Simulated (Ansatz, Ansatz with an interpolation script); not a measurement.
# Te2Mo (P6_3/mmc): what limits a Wannier interpolation of GW

How do the Wannier model and the GW settings move the interpolated bands of Te2Mo (P6_3/mmc)?

Program: Ansatz 0.2.0. Level of theory: maximally localised Wannier functions, LDA, plane waves, PAW; PAW set soft_1. Results are calculated unless marked as measured.

Most raw output is cut from this account.

## (1) The structure

It takes space group P6_3/mmc (No. 194, hexagonal). The conventional cell has a = 3.518 Å, b = 3.518 Å, c = 13.974 Å, α = 90.00°, β = 90.00°, γ = 120.00°. Nearest to Te lie 3 Mo at 2.72 Å. Nearest to Mo lie 6 Te at 2.72 Å. Farther neighbours and most contacts between anions are not listed.

The cell and positions come from the Crystallography Open Database and are kept as given unless a step says otherwise. Spin-orbit coupling is left out unless a step names it.

## (2) Wannier model on 12×12×4

Localised functions give a small Hamiltonian that interpolates between mesh points at no cost.

Input file input.yaml:

```yaml
crystal:
  lattice:
    - [3.5182, 0.0, 0.0]
    - [-1.7591, 3.0468505756, 0.0]
    - [0.0, 0.0, 13.9736]
  atoms:
    - { symbol: Te, position: [0.3333333333, 0.6666666667, 0.621] }
    - { symbol: Te, position: [0.6666666667, 0.3333333333, 0.121] }
    - { symbol: Te, position: [0.3333333333, 0.6666666667, 0.879] }
    - { symbol: Te, position: [0.6666666667, 0.3333333333, 0.379] }
    - { symbol: Mo, position: [0.3333333333, 0.6666666667, 0.25] }
    - { symbol: Mo, position: [0.6666666667, 0.3333333333, 0.75] }
kpoints:
  mp_grid: { grid: [6, 6, 2] }
hamiltonian:
  xc: lda
  pseudopotentials: { kind: paw, azcp: { folder: soft_1 }, xc_functional: pbe }
scf:
  occupations: { method: fixed }
  n_extra_bands: 79
output:
  wannier:
    kmesh: [12, 12, 4]
    projections: [{ species: Mo, l: d, shell: 4 }, { species: Te, l: p, shell: 5 }]
    minimise: true
    write_hr: true
    seedname: w
    conv_tol: 1.0e-06
    max_iter: 20000
    stability_check: false
    disentanglement:
      window: [6.11, 18.03]
      frozen_window: [6.11, 15.03]
      conv_tol: 1.0e-08
```

Started as:

```bash
ansatz run input.yaml --threads 3 --pin off --max-ram 92160MiB --backend cuda --events-out ev --progress --plain --runs-dir out --devices 1 --max-vram 13GiB
```

Wall time 75 s (1 × NVIDIA H100 80GB HBM3 (shared by 6 runs) with 3 threads of AMD EPYC 7R13 (Zen 3), shared host); peak memory 2.2 GiB; 97 s of CPU time.

This step gave:

* gauge-invariant spread: 52.38 Å²
* diagonal spread: 0.08915 Å²
* off-diagonal spread: 3.485 Å²
* total spread: 55.95 Å²
* least projectability: 0.5745
* localisation steps: 2090
* disentanglement steps: 33
* r.m.s. interpolation error: 0.001125 eV
* r.m.s. error near the gap: 0.001354 eV

Near the gap the model misses directly solved bands by 1.4 meV r.m.s. and by 16 meV at most in the window tested. This tests the starting bands, not the corrections carried with them.

## (3) Wannier model on 6×6×2

input.yaml, as its differences from that of step 2:

```diff
@@ -22,3 +22,3 @@
   wannier:
-    kmesh: [12, 12, 4]
+    kmesh: [6, 6, 2]
     projections: [{ species: Mo, l: d, shell: 4 }, { species: Te, l: p, shell: 5 }]
```

The job ended after 16 s (1 × NVIDIA H100 80GB HBM3 (shared by 6 runs) with 3 threads; peak memory 1.1 GiB).

Numbers from this step:

```yaml
gauge_invariant_spread: 47.53 Å²
diagonal_spread: 0.07773 Å²
off_diagonal_spread: 3.533 Å²
total_spread: 51.14 Å²
least_projectability: 0.5745
localisation_steps: 1639
disentanglement_steps: 12
r_m_s_interpolation_error: 0.01133 eV
r_m_s_error_near_the_gap: 0.01298 eV
```

Near the gap the model misses directly solved bands by 13.0 meV r.m.s. and by 137 meV at most in the window tested. This tests the starting bands, not the corrections carried with them.

Frozen up to 2.88 eV; above it the model need not follow the bands. Electronic bands along the path, in eV, zero at the valence-band top; v1 is the highest filled band, c1 the lowest empty one:

```tsv
point	v4	v3	v2	v1	c1	c2	c3	c4
Γ	-1.02	-1.02	-0.31	0.00	2.88	2.88	3.01	3.01
halfway	-1.15	-1.09	-0.90	-0.84	1.12	1.75	1.86	1.89
M	-1.00	-0.94	-0.60	-0.31	1.26	1.31	1.44	1.77
halfway	-1.93	-1.62	-0.50	-0.27	1.16	1.29	1.73	1.82
K	-1.82	-1.82	-0.32	-0.08	0.95	0.95	1.15	2.17
halfway	-1.09	-0.83	-0.82	-0.68	0.80	1.55	1.56	1.58
Γ	-1.02	-1.02	-0.31	0.00	2.88	2.88	3.01	3.01
halfway	-1.02	-1.02	-0.20	-0.02	2.89	2.89	2.97	2.97
A	-1.03	-1.03	-0.08	-0.08	2.92	2.92	2.92	2.92
halfway	-1.18	-1.18	-0.89	-0.89	1.41	1.41	1.98	1.98
L	-0.95	-0.95	-0.46	-0.46	1.28	1.28	1.62	1.62
halfway	-1.87	-1.87	-0.39	-0.39	1.24	1.24	1.76	1.76
H	-1.99	-1.99	-0.22	-0.22	0.96	0.96	1.62	1.62
halfway	-1.07	-1.07	-0.73	-0.73	1.09	1.09	1.70	1.70
A	-1.03	-1.03	-0.08	-0.08	2.92	2.92	2.92	2.92
jump to L	-0.95	-0.95	-0.46	-0.46	1.28	1.28	1.62	1.62
halfway	-0.98	-0.95	-0.56	-0.36	1.26	1.30	1.50	1.73
M	-1.00	-0.94	-0.60	-0.31	1.26	1.31	1.44	1.77
jump to H	-1.99	-1.99	-0.22	-0.22	0.96	0.96	1.62	1.62
halfway	-1.90	-1.90	-0.30	-0.13	0.96	0.96	1.28	2.00
K	-1.82	-1.82	-0.32	-0.08	0.95	0.95	1.15	2.17
```

The same for Kohn-Sham, solved directly:

```tsv
point	v4	v3	v2	v1	c1	c2	c3	c4
Γ	-1.02	-1.02	-0.31	0.00	2.88	2.88	3.01	3.01
M	-1.00	-0.94	-0.60	-0.31	1.26	1.31	1.44	1.77
K	-1.82	-1.82	-0.32	-0.08	0.95	0.95	1.15	2.17
Γ	-1.02	-1.02	-0.31	0.00	2.88	2.88	3.01	3.01
A	-1.03	-1.03	-0.08	-0.08	2.92	2.92	2.92	2.92
L	-0.95	-0.95	-0.46	-0.46	1.28	1.28	1.62	1.62
H	-1.99	-1.99	-0.22	-0.22	0.96	0.96	1.62	1.62
A	-1.03	-1.03	-0.08	-0.08	2.92	2.92	2.92	2.92
L	-0.95	-0.95	-0.46	-0.46	1.28	1.28	1.62	1.62
M	-1.00	-0.94	-0.60	-0.31	1.26	1.31	1.44	1.77
H	-1.99	-1.99	-0.22	-0.22	0.96	0.96	1.62	1.62
K	-1.82	-1.82	-0.32	-0.08	0.95	0.95	1.15	2.17
```

## (4) A faulty Wannier input

input.yaml, as its differences from that of step 3:

```diff
@@ -30,5 +30,2 @@
     stability_check: false
-    disentanglement:
-      window: [6.11, 18.03]
-      frozen_window: [6.11, 15.03]
-      conv_tol: 1.0e-08
+    disentanglement: { window: [6.11, 18.03] }
```

Wall time 27 s (1 × NVIDIA H100 80GB HBM3 (shared by 6 runs) with 3 threads); peak memory 1.1 GiB; 44 s of CPU time.

Numbers from this step:

| Property | Result |
| --- | --- |
| gauge-invariant spread | 46.32 Å² |
| diagonal spread | 0.05217 Å² |
| off-diagonal spread | 2.987 Å² |
| total spread | 49.36 Å² |
| least projectability | 0.5745 |
| localisation steps | 297 |
| disentanglement steps | 68 |
| r.m.s. interpolation error | 0.03610 eV |
| r.m.s. error near the gap | 0.03292 eV |

No frozen window. Electronic bands along the path, in eV, zero at the valence-band top; v1 is the highest filled band, c1 the lowest empty one:

```tsv
point	v4	v3	v2	v1	c1	c2	c3	c4
Γ	-1.02	-1.02	-0.31	0.00	2.88	2.88	3.01	3.01
halfway	-1.14	-1.08	-0.91	-0.84	1.12	1.80	1.84	1.89
M	-0.94	-0.88	-0.60	-0.31	1.26	1.31	1.51	1.77
halfway	-1.93	-1.62	-0.38	-0.25	1.17	1.30	1.82	1.88
K	-1.82	-1.82	-0.24	-0.07	0.98	0.98	1.15	2.17
halfway	-1.09	-0.83	-0.82	-0.68	0.80	1.55	1.56	1.58
Γ	-1.02	-1.02	-0.31	0.00	2.88	2.88	3.01	3.01
halfway	-1.02	-1.02	-0.20	-0.02	2.89	2.89	2.97	2.97
A	-1.03	-1.03	-0.08	-0.08	2.92	2.92	2.92	2.92
halfway	-1.18	-1.18	-0.89	-0.89	1.42	1.42	1.98	1.98
L	-0.92	-0.92	-0.46	-0.46	1.28	1.28	1.65	1.65
halfway	-1.85	-1.85	-0.32	-0.32	1.25	1.25	1.82	1.82
H	-1.97	-1.97	-0.18	-0.18	1.00	1.00	1.68	1.68
halfway	-1.07	-1.07	-0.73	-0.73	1.09	1.09	1.70	1.70
A	-1.03	-1.03	-0.08	-0.08	2.92	2.92	2.92	2.92
jump to L	-0.92	-0.92	-0.46	-0.46	1.28	1.28	1.65	1.65
halfway	-0.94	-0.89	-0.56	-0.36	1.26	1.30	1.56	1.74
M	-0.94	-0.88	-0.60	-0.31	1.26	1.31	1.51	1.77
jump to H	-1.97	-1.97	-0.18	-0.18	1.00	1.00	1.68	1.68
halfway	-1.89	-1.89	-0.22	-0.11	0.99	0.99	1.31	2.03
K	-1.82	-1.82	-0.24	-0.07	0.98	0.98	1.15	2.17
```

The same for Kohn-Sham, solved directly:

(Unchanged from step 3.)

The fault put into this input: nothing frozen.

## (5) G0W0: 6×6×2 mesh, 624 empty bands, screening to 150 eV, PAW set soft_1 files

Now the one-shot GW correction: screening in the RPA, then the self-energy of the levels asked for.

This step: G0W0 on LDA, plane waves, PAW; PAW set soft_1.

input.yaml, the sections that differ from step 4:

```yaml
scf:
  occupations: { method: fixed }
gw:
  n_empty_bands: 624
  ecut_chi: 150.0
  qp_bands: [v14, c6]
  screening: { model: contour_deformation }
# crystal, kpoints, hamiltonian: as in step 4
# output: removed
```

Elapsed: 96 s, on 1 × NVIDIA H100 80GB HBM3 (shared by 6 runs) with 3 threads; peak memory 2.1 GiB; 2.8 min of CPU time.

The G0W0 gap on the mesh is 1.000 eV.

## (6) G0W0: 3×3×1 mesh, 624 empty bands, screening to 150 eV, PAW set soft_1 files

input.yaml, as its differences from that of step 5:

```diff
@@ -13,3 +13,3 @@
 kpoints:
-  mp_grid: { grid: [6, 6, 2] }
+  mp_grid: { grid: [3, 3, 1] }
 hamiltonian:
```

It took 15 s on 1 × NVIDIA H100 80GB HBM3 (shared by 6 runs) with 3 threads; peak memory 1.4 GiB.

The G0W0 gap on the mesh is 1.275 eV.

## (7) G0W0: 6×6×2 mesh, 290 empty bands, screening to 90 eV, PAW set soft_1 files

input.yaml, as its differences from that of step 6:

```diff
@@ -13,3 +13,3 @@
 kpoints:
-  mp_grid: { grid: [3, 3, 1] }
+  mp_grid: { grid: [6, 6, 2] }
 hamiltonian:
@@ -20,4 +20,4 @@
 gw:
-  n_empty_bands: 624
-  ecut_chi: 150.0
+  n_empty_bands: 290
+  ecut_chi: 90
   qp_bands: [v14, c6]
```

Run time: 39 s. Hardware: 1 × NVIDIA H100 80GB HBM3 (shared by 6 runs) with 3 threads; peak memory 1.5 GiB.

The G0W0 gap on the mesh is 0.967 eV.

## (8) G0W0: 6×6×2 mesh, 624 empty bands, screening to 150 eV, plasmon pole, PAW set soft_1 files

input.yaml, as its differences from that of step 7:

```diff
@@ -20,5 +20,5 @@
 gw:
-  n_empty_bands: 290
-  ecut_chi: 90
+  n_empty_bands: 624
+  ecut_chi: 150.0
   qp_bands: [v14, c6]
-  screening: { model: contour_deformation }
+  screening: { model: godby_needs }
```

Wall time 4.7 min (1 × NVIDIA H100 80GB HBM3 (shared by 6 runs) with 3 threads); peak memory 6.2 GiB.

The G0W0 gap on the mesh is 1.027 eV.

## (9) Interpolated results

Times are wall times on 1 × NVIDIA H100 80GB HBM3 (shared by 6 runs) with 3 threads of AMD EPYC 7R13 (Zen 3), shared host, good to a factor of about two.

```tsv
GW mesh	empty bands	cutoff (eV)	frequency	gap on mesh (eV)	gap over zone (eV)	direct gap (eV)	valence width (eV)	GW time
6×6×2	624	150	contour deformation	1.000	0.908	1.289	6.236	96 s
3×3×1	624	150	contour deformation	1.275	0.902	1.320	6.251	15 s
6×6×2	290	90	contour deformation	0.967	0.873	1.286	6.324	39 s
6×6×2	624	150	plasmon pole	1.027	0.931	1.381	6.463	4.7 min
```

## (10) Outcome

```json
{"6×6×2 mesh, 624 empty bands, screening to 150 eV, PAW set soft_1 files": "0.91 eV", "3×3×1 mesh, 624 empty bands, screening to 150 eV, PAW set soft_1 files": "0.90 eV", "6×6×2 mesh, 290 empty bands, screening to 90 eV, PAW set soft_1 files": "0.87 eV", "6×6×2 mesh, 624 empty bands, screening to 150 eV, plasmon pole, PAW set soft_1 files": "0.93 eV"}
```

**Reading.** The largest change, −0.04 eV in the gap over the zone, comes with 6×6×2 mesh, 290 empty bands, screening to 90 eV, PAW set soft_1 files. The first run is a reference, not a converged one, and where a row moves several settings no single cause can be named. Rows on another GW mesh add that mesh's corrections to the bands of the one model. Coarser Wannier mesh (6×6×2): the miss near the gap goes from 1 (the model on 12×12×4) to 13 meV and the total spread from 56.0 to 51.1 Å². Nothing frozen (6×6×2): the miss near the gap goes from 13 (the model on 6×6×2) to 33 meV and the total spread from 51.1 to 49.4 Å². With 3×3×1 mesh, 624 empty bands, screening to 150 eV, PAW set soft_1 files the gap over the zone moves by −0.01 eV and that on the mesh by +0.28 eV. With 6×6×2 mesh, 290 empty bands, screening to 90 eV, PAW set soft_1 files the gap over the zone moves by −0.04 eV and that on the mesh by −0.03 eV. With 6×6×2 mesh, 624 empty bands, screening to 150 eV, plasmon pole, PAW set soft_1 files the gap over the zone moves by +0.02 eV and that on the mesh by +0.03 eV. Gaps over the zone and on the mesh differ where an edge lies off the mesh, or where a GW run starts from another density: the starting gap over the zone is 0.683 eV, on the GW meshes it is 0.796 eV and 0.987 eV. The 6×6×2 mesh is coarse for this cell (its supercell is 21 Å along the shortest edge). The RPA ε∞ on it, from the LDA start, is 11.00 and 19.87; such meshes misread the long-range screening, most where the gap is narrow. The many-body steps are scalar-relativistic: spin-orbit coupling is not in them.

[Paths, hosts, dates, memory and timing lines, banners, echoed tables and standing remarks are left out of the program output.]

[Logs are printed without paths, hosts, clocks, repeated set-up lines and the standing remarks that a program may print on its own settings, such as how far it seeks lower states.]

[Runs of the session that timed out or met a known fault of the program may be left out.]

[Hosts, paths, dates, database ids (printed as entryN), source tags and the programs' standing remarks are cut or masked in the printed files.]
